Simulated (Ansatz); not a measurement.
In doubt: one-shot GW on d or f shells is unsure, so the values of those runs are not to be relied on.

Rows from a G0W0 calculation on BaNaCeSbO6 (F-43m) (Ansatz 0.2.0; G0W0 on PBE, plane waves, PAW; PAW set soft_1; 4×4×4 mesh, 637 empty bands, screening to 150 eV, PAW set soft_1 files), in eV. Spin-orbit coupling is left out.

```csv
row,Σx,Σc,Vxc,Z
A,-25.91,4.75,-20.61,0.71
B,-22.53,-12.96,-37.46,0.56
C,-23.70,-12.10,-37.66,0.57
```

Question: Which rows are filled states and which are empty ones, and how can one tell?

Filled: A. Empty: B and C. The sign of Σc tells: for a filled state bare exchange, which holds its interaction with itself, lies below Vxc (Σx − Vxc is -5.3 eV or lower here) and screening gives part back as a positive Σc. For an empty state Σx lies above Vxc (+14.0 eV or more) and the Coulomb hole leaves Σc negative.

[Paths, hosts, dates, memory and timing lines, banners, echoed tables and standing remarks are left out of the program output.]

[Logs are printed without paths, hosts, clocks, repeated set-up lines and the standing remarks that a program may print on its own settings, such as how far it seeks lower states.]

[Runs of the session that timed out or met a known fault of the program may be left out.]

[Cells called generated may have been cut or substituted from an entry of the Crystallography Open Database or the Materials Project.]

[Hosts, paths, dates, database ids (printed as entryN), source tags and the programs' standing remarks are cut or masked in the printed files.]
